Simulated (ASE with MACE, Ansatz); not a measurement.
# Σ11 (113)[1-10] symmetric tilt boundary in Ge (48 atoms): boundary energy

What is the boundary energy of this cell, counted against the bulk crystal, and how far does it hang on functional and mesh?

Calculated with Ansatz 0.2.0: Kohn-Sham DFT, PBE, PAW (set soft_2), plane waves; cutoff 420 eV, fermi-dirac smearing of 0.025 eV. Cutoffs: 420 eV for PBE and PBEsol; 500 eV for r2SCAN.

**The cells**

The cell holds 48 atoms: 48 Ge. Its edges and angles: a = 8.146 Å, b = 7.055 Å, c = 20.857 Å, α = 90.0°, β = 90.0°, γ = 106.8°. It derives from Ge. The starting structure: Two grains of Ge, one the mirror image of the other in the boundary plane, two boundaries a cell; of 6 trial joints (lateral shifts, openings, close atoms taken out) the lowest after a short relaxation with the MACE-MP-0b2 potential was kept (shift [0.5, 0.0] of the surface cell, opening 0.87 Å, one of each pair under 1.74 Å removed), then its atoms and the cell's length along the normal were relaxed with that potential. Lattice constants are starting values near those of PBE.

The bulk reference is Ge8 in a cell of 8 atoms, 23.888 Å³ an atom.

The input of the single point on the relaxed cell:

```yaml
crystal:
  lattice:
    - [8.14587, 0.0, 0.0]
    - [-2.03647, 6.7542, 0.0]
    - [0.0, 0.0, 20.85659]
  atoms:
    - { symbol: Ge, position: [0.36405, 0.45595, 0.01177] }
    - { symbol: Ge, position: [0.45632, 0.82191, 0.02975] }
    - { symbol: Ge, position: [0.22883, 0.91148, 0.09342] }
    - { symbol: Ge, position: [0.31848, 0.27251, 0.11532] }
    [... 42 atom lines left out ...]
    - { symbol: Ge, position: [0.93006, 0.72361, 0.52988] }
    - { symbol: Ge, position: [0.02232, 0.08955, 0.51179] }
kpoints:
  mp_grid: { grid: [4, 4, 1] }
hamiltonian:
  xc: pbe
scf:
  occupations: { method: fermi_dirac, width: 0.025 }
output:
  forces: true
  stress: true
  populations: true
  dos:
    method: { smearing: { sigma: 0.08 } }
    de: 0.1
    projected:
      site_lists:
        Ge: [Ge]
        lower_grain: [... 24 sites ...]
        upper_grain: [... 24 sites ...]
  eigenvalues: true
  write_density: true
  write_potential: true
  volumetric_format: npy
```

```
                                             cell  formula                    k-mesh  relaxation steps  gain on relaxing (eV)  free energy, PBE (eV)  time of its runs on this page
Sigma11 (113)[1-10] symmetric tilt boundary in Ge     Ge48  4×4×1 (relaxed on 2×3×1)                 3                   0.05            -206153.707                           39 s
                                          bulk Ge      Ge8                  10×10×10                 -                      -             -34359.874                           15 s
```

**Boundary energy**

The excess is the cell's free energy less 6 times that of the bulk cell. It is divided by twice the area, as the cell holds two boundaries, so the value is their mean, and they need not be alike (55.02 Å²), with 1 eV/Å² = 16.022 J/m².

```
           level  k-mesh  excess (eV)  boundary energy (J/m²)  per area (meV/Å²)
             PBE   4×4×1        5.534                   0.806               50.3
PBE, denser mesh   5×6×2        5.344                   0.778               48.6
          r2SCAN   4×4×1        6.486                   0.944               58.9
          PBEsol   4×4×1        5.300                   0.772               48.2
```

Worked for the first row at PBE: (-206153.707) − 6 × (-34359.874) = 5.534 eV (from unrounded energies).

Then 5.534 / (2 × 55.02) × 16.022 = 0.806 J/m².

**Neighbours**

Bonds by pair of elements; cutoffs follow the first minimum of g(r), held within bounds set by covalent radii, and pairs that aren't listed don't count as bonded:

```csv
pair A-B,cutoff (Å),bonds,mean length (Å),spread (Å),shortest (Å),B about A,A about B
Ge-Ge,2.77,92,2.49,0.01,2.47,3.83,3.83
```

How many atoms have how many bonded neighbours:

```csv
element,mean,3,4
Ge,3.83,8,40
```

**Findings**

At PBE the boundary energy is 0.81 J/m². At the same geometries the levels give 0.77 (PBEsol) to 0.94 J/m² (r2SCAN) and the denser mesh moves it by -0.03 J/m². Relaxing the atoms lowered it by 0.008 J/m² from the start (on the 2×3×1 mesh of the relaxation), and the farthest atom moved 0.04 Å. By these cutoffs 8 of 48 Ge atoms differ from the commonest count of 4.

Limits: The cell edges were held, so the lattice is the typed one for every functional, and the length along the normal is the one that the machine-learned potential gave. Cell and bulk are sampled on unlike meshes, and the error grows with the number of atoms subtracted. The joint was picked among a few trials by a machine-learned potential, and a lower one may exist. In some runs the program notes that positions were snapped to a detected symmetry.

[Logs are printed without paths, hosts, clocks, repeated set-up lines and the standing remarks that a program may print on its own settings, such as how far it seeks lower states.]

[Hosts, paths, dates, database ids (printed as entryN), source tags and the programs' standing remarks are cut or masked in the printed files.]
